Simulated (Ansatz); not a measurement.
# MgCo2Sb2, from a guessed structure to a relaxed one

Starting from a made-up structure for MgCo2Sb2, the aim is the relaxed cell, its shortest contacts and, where a second run follows, its electronic structure.

Calculated with Ansatz 0.2.0; DFT, PBE, plane-wave PAW, files of the set soft_1, scalar-relativistic, ferromagnetic start, cell and ions relaxed at zero pressure; PAW set soft_1.

**1. The starting structure**

Symmetry: I4/mmm, No. 139, tetragonal system. The conventional cell has a = 4.092 Å, b = 4.092 Å, c = 11.557 Å, α = 90.00°, β = 90.00°, γ = 90.00°. Nearest to Sb lie 4 Co at 2.45 Å and 1 Sb at 3.07 Å and 4 Mg at 3.28 Å. Co has 4 Sb at 2.45 Å nearest. Nearest to Mg lie 8 Sb at 3.28 Å. Farther neighbours are not listed.

**2. Relaxation of the guess**

The guess takes its coordinates from another compound and its volume from a rule, so the cell and any free coordinates are relaxed together.

input.yaml

```yaml
crystal:
  lattice:
    - [-2.046, 2.046, 5.7785]
    - [2.046, -2.046, 5.7785]
    - [2.046, 2.046, -5.7785]
  atoms:
    - { symbol: Sb, position: [0.3672, 0.3672, 0.0] }
    - { symbol: Sb, position: [0.6328, 0.6328, 0.0] }
    - { symbol: Co, position: [0.25, 0.75, 0.5], spin: 2.0 }
    - { symbol: Co, position: [0.75, 0.25, 0.5], spin: 2.0 }
    - { symbol: Mg, position: [0.0, 0.0, 0.0] }
magnetization:
  spin_polarized: true
kpoints:
  mp_grid: { grid: [9, 9, 9] }
scf:
  occupations: { method: fermi_dirac, width: 0.05 }
hamiltonian:
  xc: pbe
  pseudopotentials: { kind: paw, azcp: { folder: soft_1 } }
relax:
  f_tol: 0.015
  max_steps: 70
  cell: {}
output:
  forces: true
  stress: true
```

Run with:

```sh
$ ansatz run input.yaml --threads 4 --pin off --max-ram 8192MiB --backend cpu --events-out ev --progress --plain --runs-dir out
```

Numbers of over 12 decimals in the logs are rounded to 6 here.

The log of the run:

```text
basis.fft_grid_basis auto: the FFT boxes are laid along the combinations [[1, 0, 1], [0, 1, 1], [0, 0, 1]] of the cell's own vectors, 4.092, 4.092 and 6.462 Å long. The dense box has 30×30×45 points. Along the cell's own vectors, as sized, it would have 45×45×45, 2.25 times as many. Of the 16 symmetry operations that the crystal satisfies within crystal.symmetry.tolerance (time reversal apart; of a slab, those that k [...]
Engine: ansatz 0.2.0, aarch64-unknown-linux-gnu
Pseudopotentials: kind: paw
Pseudopotential: Sb, paw, valence charge 15, recommended cutoff 420 eV (normal), soft_1/Sb.paw.azcp
Pseudopotential: Co, paw, valence charge 17, recommended cutoff 420 eV (normal), soft_1/Co.paw.azcp
Pseudopotential: Mg, paw, valence charge 10, recommended cutoff 420 eV (normal), soft_1/Mg.paw.azcp
Functional definition: PBE
  parameter kappa = 0.804
  parameter beta = 0.066725
  exchange = pbe_x(kappa = kappa, mu = beta*pi^2/3)
  correlation = pbe_c(beta = beta)
Crystal: 5 atoms, lattice volume = 96.758 Å³
Basis set: ecut = 420 eV, 1903 PW (Γ), FFT grids on a1+a3, a2+a3, a3, exchange–correlation on 60×60×90 points (8 copies of the dense FFT grid, shifted against one another)
Bands: 47, of which v1, the nominal top of the filled ones, is band 37 counted from 1 (36 counted from 0)
Symmetry: 16 space group operations
Space group: I4/mmm (ITA 139), of the structure as read, at distance tolerance 4.6e-5 Å
Magnetic group: BNS 139.531 (UNI 1191), of the structure as read, at distance tolerance 4.6e-5 Å
k-points: 75 of 729
Non-local potential: Sb, projectors of the file, l = 0: 2, l = 1: 2, l = 2: 2, l = 3: 1
Non-local potential: Co, projectors of the file, l = 0: 3, l = 1: 2, l = 2: 3, l = 3: 1
Non-local potential: Mg, projectors of the file, l = 0: 3, l = 1: 2, l = 2: 1
PAW form: soft (Blöchl's): semilocal exchange-correlation on the pseudo side does not see the compensation charge
PAW one-centre angular grid: Sb, 590 points (default); XC on 64 Gauss nodes
PAW one-centre angular grid: Co, 590 points (default); XC on 64 Gauss nodes
PAW one-centre angular grid: Mg, 110 points (default); XC on 64 Gauss nodes
Initial density: superposition of atomic densities (chi_scale 0.1, normalization cell, long waves kept (reshape's long-wave potential 0.03 eV rms))
Starting moments: Σ|m| = 4 μB on 2 of 5 sites
Initial wavefunctions: pseudopotential atomic-orbital guess
Functional: x = pbe(κ = 0.804, μ = 0.219515), c = pbe(β = 0.066725)
iter 1 solved again at ethr=1.59e-3 eV; its pass at ethr=3.10e-3 eV (dr2=1.17e0 eV) is discarded
SCF iter   1: F=—  HF=-25141.102133 eV  |F-HF|=—  |Δ(HF+E_count)|=         —  Δρ=2.00e-2 (↑2.00e-2 ↓1.92e-2)  dr2=1.19e0  dr2_m=1.62e-1  M=3.156 μB ∫|m|=3.520 μB  β_m=0.30  ethr=1.59e-3  ⟨swp⟩=1.3  Hψ=36857  notcnv=0
Mixer restart at iter 1: flushing history
preconditioner: auto → Kerker (q_TF=auto, 2.609 Å⁻¹)  [metal: Δε(μ)=0.005 eV  Ē_g=7.412 eV  σ=0.050 eV  W_gap=0.02  n_scr=32 (ndim 8)  ℏωp=20.7 eV  f_vac=0.000  D(μ)=7.18/eV (n_scr^D=78)]
spin=Collinear: Kerker preconditioning applied to the charge; magnetization (m = ρ↑ − ρ↓) channel mixes plain (no charge-response kernel on spin).
SCF iter   2: F=—  HF=-25141.610970 eV  |F-HF|=—  |Δ(HF+E_count)|=   5.09e-1  Δρ=3.38e-2 (↑1.08e-2 ↓3.38e-2)  dr2=2.17e0  dr2_m=2.91e-1  M=2.841 μB ∫|m|=3.251 μB  β_m=0.65  ethr=1.59e-3  ⟨swp⟩=2.0  Hψ=8557  notcnv=0
SCF iter   3: F=—  HF=-25143.522701 eV  |F-HF|=—  |Δ(HF+E_count)|=    1.91e0  Δρ=4.22e-2 (↑8.04e-3 ↓4.22e-2)  dr2=2.94e0  dr2_m=4.55e-1  M=2.419 μB ∫|m|=2.865 μB  β_m=0.25  ethr=1.59e-3  ⟨swp⟩=2.6  Hψ=9775  notcnv=0  defer=204
SCF iter   4: F=—  HF=-25143.836443 eV  |F-HF|=—  |Δ(HF+E_count)|=   3.14e-1  Δρ=2.47e-2 (↑1.39e-2 ↓2.47e-2)  dr2=1.15e0  dr2_m=2.80e-1  M=2.328 μB ∫|m|=2.744 μB  β_m=0.15  ethr=1.59e-3  ⟨swp⟩=2.1  Hψ=9215  notcnv=0  defer=343
SCF iter   5: F=—  HF=-25143.924031 eV  |F-HF|=—  |Δ(HF+E_count)|=   8.76e-2  Δρ=1.87e-2 (↑1.87e-2 ↓1.05e-2)  dr2=5.32e-1  dr2_m=8.23e-2  M=2.259 μB ∫|m|=2.616 μB  β_m=0.55  ethr=1.55e-3  ⟨swp⟩=2.1  Hψ=9245  notcnv=0  defer=347
SCF iter   6: F=—  HF=-25144.752774 eV  |F-HF|=—  |Δ(HF+E_count)|=   8.29e-1  Δρ=1.74e-2 (↑1.74e-2 ↓1.00e-2)  dr2=5.84e-1  dr2_m=1.59e-2  M=1.345 μB ∫|m|=1.649 μB  β_m=0.77  ethr=7.19e-4  ⟨swp⟩=3.3  Hψ=11793  notcnv=0  defer=331
SCF iter   7: F=—  HF=-25144.709705 eV  |F-HF|=—  |Δ(HF+E_count)|=         —  Δρ=1.17e-2 (↑2.65e-3 ↓1.17e-2)  dr2=1.92e-1  dr2_m=4.07e-2  M=0.924 μB ∫|m|=1.121 μB  β_m=0.77  ethr=7.19e-4  ⟨swp⟩=2.7  Hψ=9665  notcnv=0  defer=330
Mixer restart at iter 7: flushing history
SCF iter   8: F=—  HF=-25144.743630 eV  |F-HF|=—  |Δ(HF+E_count)|=   3.39e-2  Δρ=1.12e-2 (↑1.12e-2 ↓4.91e-3)  dr2=1.22e-1  dr2_m=1.12e-2  M=0.984 μB ∫|m|=1.164 μB  β_m=0.69  ethr=2.59e-4  ⟨swp⟩=3.0  Hψ=13924  notcnv=0  defer=330
SCF iter   9: F=—  HF=-25144.721197 eV  |F-HF|=—  |Δ(HF+E_count)|=   2.24e-2  Δρ=5.70e-3 (↑3.70e-3 ↓5.70e-3)  dr2=9.61e-2  dr2_m=1.05e-3  M=0.960 μB ∫|m|=1.144 μB  β_m=0.60  ethr=1.65e-4  ⟨swp⟩=2.6  Hψ=14698  notcnv=0  defer=331
SCF iter  10: F=—  HF=-25144.708044 eV  |F-HF|=—  |Δ(HF+E_count)|=   1.32e-2  Δρ=1.24e-3 (↑4.50e-4 ↓1.24e-3)  dr2=6.72e-3  dr2_m=1.83e-4  M=0.982 μB ∫|m|=1.161 μB  β_m=0.78  ethr=1.30e-4  ⟨swp⟩=2.0  Hψ=9303  notcnv=0  defer=331
SCF iter  11: F=—  HF=-25144.706826 eV  |F-HF|=—  |Δ(HF+E_count)|=   1.22e-3  Δρ=4.68e-4 (↑4.68e-4 ↓2.94e-4)  dr2=4.98e-4  dr2_m=9.45e-6  M=0.989 μB ∫|m|=1.167 μB  β_m=0.85  ethr=9.08e-6  ⟨swp⟩=1.8  Hψ=7879  notcnv=0  defer=331
SCF iter  12: F=—  HF=-25144.706801 eV  |F-HF|=—  |Δ(HF+E_count)|=   2.50e-5  Δρ=1.20e-4 (↑6.00e-5 ↓1.20e-4)  dr2=5.96e-5  dr2_m=1.33e-6  M=0.989 μB ∫|m|=1.166 μB  β_m=0.92  ethr=6.73e-7  ⟨swp⟩=2.0  Hψ=8741  notcnv=0  defer=331
SCF iter  13: F=—  HF=-25144.706778 eV  |F-HF|=—  |Δ(HF+E_count)|=   2.26e-5  Δρ=1.13e-4 (↑8.44e-5 ↓1.13e-4)  dr2=3.89e-5  dr2_m=2.02e-7  M=0.990 μB ∫|m|=1.167 μB  β_m=0.94  ethr=8.06e-8  ⟨swp⟩=2.3  Hψ=11133  notcnv=0  defer=331
SCF iter  14: F=—  HF=-25144.706772 eV  |F-HF|=—  |Δ(HF+E_count)|=   6.03e-6  Δρ=1.51e-5 (↑1.09e-5 ↓1.51e-5)  dr2=7.64e-7  dr2_m=6.59e-9  M=0.990 μB ∫|m|=1.167 μB  β_m=0.97  ethr=5.26e-8  ⟨swp⟩=2.0  Hψ=8158  notcnv=0  defer=331
SCF iter  15: F=—  HF=-25144.706772 eV  |F-HF|=—  |Δ(HF+E_count)|=   9.60e-9  Δρ=2.78e-6 (↑2.67e-6 ↓2.78e-6)  dr2=5.24e-8  dr2_m=4.81e-11  M=0.990 μB ∫|m|=1.167 μB  β_m=0.99  ethr=1.03e-9  ⟨swp⟩=2.0  Hψ=9020  notcnv=0  defer=331
[...]
SCF iter   9: F=-25144.792352 eV  HF=-25144.792352 eV  |F-HF|=1.02e-7  |Δ(HF+E_count)|=   4.28e-8  Δρ=5.93e-6 (↑4.83e-6 ↓5.93e-6)  dr2=1.12e-7  dr2_m=2.86e-10  M=1.085 μB ∫|m|=1.296 μB  ethr=4.65e-11  ⟨swp⟩=2.2  Hψ=21440  notcnv=0
SCF 3 converged in 9 iterations: F = -25144.792352 eV  dr2 = 1.12e-7
relax step   3: F+E_penalty+E_count = -25144.79235171 eV  Δ(F+E_penalty+E_count) = -4.768e-2 eV  max|allowed force component| = 5.183e-2 eV/Å  Δτ_max = 0.0503 Å  P = +0.012 GPa  Ω = 97.023 Å³  energy of the carried Pulay correction = -8.756e-5 eV  (9 SCF iters, dr2 threshold 5.00e-7 eV, accepted)
[...]
relax step   4: F+E_penalty+E_count = -25144.81457293 eV  Δ(F+E_penalty+E_count) = -2.222e-2 eV  max|allowed force component| = 4.887e-2 eV/Å  Δτ_max = 0.0126 Å  P = -0.301 GPa  Ω = 97.637 Å³  energy of the carried Pulay correction = -2.896e-4 eV  (9 SCF iters, dr2 threshold 5.00e-7 eV, accepted)
[...]
relax step   5: F+E_penalty+E_count = -25144.81959569 eV  Δ(F+E_penalty+E_count) = -5.023e-3 eV  max|allowed force component| = 1.527e-1 eV/Å  Δτ_max = 0.0310 Å  P = +0.042 GPa  Ω = 97.826 Å³  energy of the carried Pulay correction = -3.515e-4 eV  (10 SCF iters, dr2 threshold 5.00e-7 eV, accepted)
[...]
relax step   6: F+E_penalty+E_count = -25144.83129074 eV  Δ(F+E_penalty+E_count) = -1.170e-2 eV  max|allowed force component| = 8.703e-3 eV/Å  Δτ_max = 0.0072 Å  P = +0.055 GPa  Ω = 97.708 Å³  energy of the carried Pulay correction = -3.128e-4 eV  (9 SCF iters, dr2 threshold 5.00e-7 eV, accepted)
[...]
relax step   7: F+E_penalty+E_count = -25144.83134042 eV  Δ(F+E_penalty+E_count) = -4.968e-5 eV  max|allowed force component| = 2.576e-5 eV/Å  Δτ_max = 0.0014 Å  P = +0.005 GPa  Ω = 97.736 Å³  energy of the carried Pulay correction = -3.221e-4 eV  (8 SCF iters, dr2 threshold 3.35e-8 eV, accepted)
Initial wavefunctions: pseudopotential atomic-orbital guess (no wavefunctions were taken with the density)
iter 1 solved again at ethr=9.28e-8 eV; its pass at ethr=3.10e-3 eV (dr2=6.87e-5 eV) is discarded
SCF iter   1: F=—  HF=-25144.831563 eV  |F-HF|=—  |Δ(HF+E_count)|=         —  Δρ=1.63e-4 (↑1.55e-4 ↓1.63e-4)  dr2=4.28e-6  dr2_m=2.61e-7  M=1.262 μB ∫|m|=1.466 μB  β_m=0.65  ethr=9.28e-8  ⟨swp⟩=4.0  Hψ=51365  notcnv=0
spin=Collinear: Kerker preconditioning applied to the charge; magnetization (m = ρ↑ − ρ↓) channel mixes plain (no charge-response kernel on spin).
SCF iter   2: F=—  HF=-25144.832003 eV  |F-HF|=—  |Δ(HF+E_count)|=   4.40e-4  Δρ=5.56e-5 (↑5.50e-5 ↓5.56e-5)  dr2=3.77e-7  dr2_m=3.17e-8  M=1.262 μB ∫|m|=1.466 μB  β_m=0.60  ethr=5.78e-9  ⟨swp⟩=2.0  Hψ=11254  notcnv=0
SCF iter   3: F=—  HF=-25144.832065 eV  |F-HF|=—  |Δ(HF+E_count)|=   6.28e-5  Δρ=1.29e-5 (↑1.11e-5 ↓1.29e-5)  dr2=8.79e-8  dr2_m=8.12e-9  M=1.261 μB ∫|m|=1.466 μB  β_m=0.64  ethr=5.09e-10  ⟨swp⟩=2.0  Hψ=12344  notcnv=0
SCF iter   4: F=—  HF=-25144.832067 eV  |F-HF|=—  |Δ(HF+E_count)|=   1.78e-6  Δρ=7.63e-6 (↑6.82e-6 ↓7.63e-6)  dr2=9.01e-8  dr2_m=4.19e-9  M=1.261 μB ∫|m|=1.467 μB  β_m=0.69  ethr=1.19e-10  ⟨swp⟩=2.0  Hψ=12654  notcnv=0
SCF iter   5: F=—  HF=-25144.832067 eV  |F-HF|=—  |Δ(HF+E_count)|=   3.04e-7  Δρ=1.87e-6 (↑1.28e-6 ↓1.87e-6)  dr2=9.52e-9  dr2_m=2.24e-10  M=1.261 μB ∫|m|=1.466 μB  β_m=0.85  ethr=1.19e-10  ⟨swp⟩=2.0  Hψ=12085  notcnv=0
SCF iter   6: F=—  HF=-25144.832068 eV  |F-HF|=—  |Δ(HF+E_count)|=   2.10e-8  Δρ=1.05e-6 (↑3.35e-7 ↓1.05e-6)  dr2=2.57e-9  dr2_m=1.41e-10  M=1.261 μB ∫|m|=1.466 μB  β_m=0.92  ethr=1.29e-11  ⟨swp⟩=2.0  Hψ=8851  notcnv=0
SCF iter   7: F=—  HF=-25144.832071 eV  |F-HF|=—  |Δ(HF+E_count)|=   3.57e-6  Δρ=5.18e-7 (↑5.18e-7 ↓3.57e-7)  dr2=6.51e-10  dr2_m=1.49e-11  M=1.261 μB ∫|m|=1.466 μB  β_m=0.94  ethr=3.48e-12  ⟨swp⟩=2.1  Hψ=12505  notcnv=0
SCF iter   8: F=—  HF=-25144.832071 eV  |F-HF|=—  |Δ(HF+E_count)|=  2.76e-10  Δρ=2.49e-7 (↑2.49e-7 ↓1.70e-7)  dr2=1.75e-10  dr2_m=1.94e-12  M=1.261 μB ∫|m|=1.466 μB  β_m=0.97  ethr=1.00e-12  ⟨swp⟩=2.0  Hψ=8314  notcnv=0
SCF iter   9: F=—  HF=-25144.832071 eV  |F-HF|=—  |Δ(HF+E_count)|=  2.91e-11  Δρ=6.92e-8 (↑6.92e-8 ↓5.74e-8)  dr2=2.01e-11  dr2_m=7.76e-14  M=1.261 μB ∫|m|=1.466 μB  β_m=0.93  ethr=1.00e-12  ⟨swp⟩=2.0  Hψ=7799  notcnv=0
SCF iter  10: F=-25144.832071 eV  HF=-25144.832071 eV  |F-HF|=3.64e-12  |Δ(HF+E_count)|=  7.28e-12  Δρ=4.54e-8 (↑3.49e-8 ↓4.54e-8)  dr2=5.91e-12  dr2_m=3.05e-14  M=1.261 μB ∫|m|=1.466 μB  ethr=1.00e-12  ⟨swp⟩=3.0  Hψ=22191  notcnv=0
SCF 8 converged in 10 iterations: F = -25144.832071 eV  dr2 = 5.91e-12
relax step   8: F+E_penalty+E_count = -25144.83207108 eV  Δ(F+E_penalty+E_count) = -7.307e-4 eV  max|allowed force component| = 7.430e-4 eV/Å  Δτ_max = 0.0000 Å  P = +0.003 GPa  Ω = 97.736 Å³  stress off target by 8.49e-3 GPa  SCF on the basis re-selected at this cell (its energy is not comparable with the rows above)  (10 SCF iters)
basis re-selected at this cell: Δ(F+E_penalty+E_count) = -7.307e-4 eV, ΔP = -0.002 GPa vs the last step (what re-selecting the basis moved, of the pressure what is left beyond the Pulay correction that the steps carried, after the strain that the cell walked since its last selection, with what the two solves' SCF thresholds leave and, on support functions, any second-order correction that the steps lacked; it is no m [...]
SCF converged after 10 iterations
Magnetization: 1.2614 μB (37.6307 up, 36.3693 down)
Absolute magnetization: 1.4668 μB (∫|ρ↑−ρ↓|, with the PAW one-centre terms)
Spin contamination: 0.0435 ħ² per cell (⟨S²⟩ above its minimum at these occupations)
Per-site moments (μB) at R_I (Å): [(-0.00523161, 1.022834), (-0.00523161, 1.022834), (0.663192, 1.022834), (0.663192, 1.022834), (-0.00239143, 1.377315)]
Free energy (F): -25144.832071 eV
Harris-Foulkes:  -25144.832071 eV  (|F-HF|=3.64e-12)
Internal energy: -25144.811944 eV  (E = F + TS)
E sigma→0 (E₀):  -25144.822007 eV
Entropy (-TS):   -0.020128 eV (-4.026 meV/atom)
Fermi energy:    12.103575 eV
--- Per-component energies (eV) ---
  E_band       = -1279.555670
  E_kinetic    = 988.743686
  E_local      = -12393.690374  (includes V_loc(G=0)·N_el)
  E_nonlocal   = 1863.644888
  E_hartree    = 5310.828851
  E_xc         = -406.333954
  E_vxc        = -450.595826  (∫ρ·V_xc dr)
  E_paw        = -12555.121337  (= ΣΔE_a)
  E_vpaw       = -1909.315625  (= ΣTr[D̂ρ^β])
  E_aug_tail   = 0.000145  (compensation charges beyond the density's cutoff)
  E_ewald      = -7952.883849
  E_smearing   = -0.020128  (= −TS)
  E_closure    = 0.000000  (closes the sum)
  Σ components = -25144.832071   (vs F -25144.832071, Δ=0.00e0)
--- Forces (eV/Å), atoms counted from 1 ---
  atom   1  Sb     0.00000000     0.00000000    -0.00074299
  atom   2  Sb    -0.00000000     0.00000000     0.00074299
  atom   3  Co     0.00000000    -0.00000000     0.00000000
  atom   4  Co     0.00000000    -0.00000000     0.00000000
  atom   5  Mg     0.00000000     0.00000000    -0.00000000
  max |Σ_I F_I| component: 2.60e-18 eV/Å
--- Stress (GPa, compression-positive) ---
        0.008487      -0.000000       0.000000
       -0.000000       0.008487       0.000000
        0.000000       0.000000      -0.006764
  P = ⅓ Tr σ = 0.0034 GPa (0.034 kbar)
--- Relaxed structure (7 steps of the walk, 7 accepted, 1 SCFs on fresh bases) ---
  F+E_penalty+E_count = -25144.83207108 eV   max|allowed force component| = 7.430e-4 eV/Å   (the final SCF, on the basis selected at the relaxed cell)
  cell:  # Å, volume = 97.7362 Å³
    - [-2.137880, 2.137880, 5.345997]
    - [2.137880, -2.137880, 5.345997]
    - [2.137880, 2.137880, -5.345997]
  atoms:
    - { symbol: Sb, position: [0.367484, 0.367484, 0] }
    - { symbol: Sb, position: [0.632516, 0.632516, 0] }
    - { symbol: Co, position: [0.250000, 0.750000, 0.500000] }
    - { symbol: Co, position: [0.750000, 0.250000, 0.500000] }
    - { symbol: Mg, position: [8.105483058124737e-19, 8.105483058124739e-19, 0] }
```

The job ended after 81 s (4 threads of Arm Neoverse V2, shared host; peak memory 0.76 GiB).

Relaxation path:

```csv
step,energy less that of the first step (eV),largest force component (eV/Å),pressure (GPa),volume (Å³)
1,0.0000,0.7607,1.73,96.76
2,-0.0379,0.8492,1.13,94.66
3,-0.0856,0.0518,0.01,97.02
4,-0.1078,0.0489,-0.30,97.64
5,-0.1128,0.1527,0.04,97.83
6,-0.1245,0.0087,0.05,97.71
7,-0.1246,0.0000,0.00,97.74
8*,-0.1253,0.0007,0.00,97.74
```

Relaxation steps marked * repeat the geometry before them on a plane-wave basis chosen anew for their cell, so energy and pressure can jump there.

The run keeps the 16 symmetry operations that it works with, so distortions that break them were not tested.

```csv
"conventional cell, symmetrised",before,after,change
a (Å),4.092,4.276,+4.5 %
b (Å),4.092,4.276,+4.5 %
c (Å),11.557,10.692,-7.5 %
volume (Å³/atom),19.35,19.55,+1.0 %
```

Final coordinates:

```xyz
5
Lattice="-2.1379 2.1379 5.3460 2.1379 -2.1379 5.3460 2.1379 2.1379 -5.3460" Properties=species:S:1:pos:R:3 pbc="T T T"
Sb    0.0000    0.0000    3.9291
Sb    0.0000    0.0000    6.7629
Co    2.1379    0.0000    2.6730
Co    0.0000    2.1379    2.6730
Mg    0.0000    0.0000    0.0000
```

Numbers from this step:

| Property | Result |
| --- | --- |
| free energy | -25144.8321 eV |
| energy at zero smearing | -25144.8220 eV |
| smearing term TS | 0.02013 eV |
| Fermi energy | 12.10 eV |
| magnetization | 1.261 μB |
| absolute magnetization | 1.467 μB |
| site moments | -0.005232, -0.005232, 0.6632, 0.6632, -0.002391 μB |
| electrons | 74 |
| symmetry operations | 16 |
| pressure | 0.003404 GPa |

Site moment by atom:

```csv
atom,site moment (μB)
Sb1,-0.005
Sb2,-0.005
Co3,0.663
Co4,0.663
Mg5,-0.002
```

The shortest distance of each pair, which need not be the same contact before and after:

```csv
pair,guess (Å),relaxed (Å)
Co–Sb,2.454,2.480
Sb–Sb,3.070,2.834
Co–Co,2.893,3.023
Mg–Sb,3.275,3.339
Co–Mg,3.540,3.423
```

The relaxation ends with a largest force component of 7.4e-4 eV/Å and a pressure of 0.00 GPa.

**3. Summary of results**

```yaml
space_group_relaxed: I4/mmm
conventional_cell: a = 4.276, b = 4.276, c = 10.692 Å; α = 90.0°, β = 90.0°, γ = 90.0°
volume_per_atom: 19.55 Å³ (guess 19.35)
total_moment: 1.26 μB in the cell of 5 atoms
```

In words: MgCo2Sb2 relaxes to I4/mmm with a = 4.276, b = 4.276 and c = 10.692 Å. The guessed volume was near the relaxed one. The space group I4/mmm was held in the relaxation, so the end point is a stationary structure within it and may be a saddle against distortions or other arrangements. The input starts from parallel moments, and no other start was typed. Mesh and cutoff weren't tested. Spin-orbit coupling is left out, which can matter for elements this heavy. No dispersion term is used, so weakly bound directions may come out too long. Nothing here tests whether the compound is stable against decomposition.

[Logs are printed without paths, hosts, clocks, repeated set-up lines and the standing remarks that a program may print on its own settings, such as how far it seeks lower states.]

[Hosts, paths, dates, database ids (printed as entryN), source tags and the programs' standing remarks are cut or masked in the printed files.]
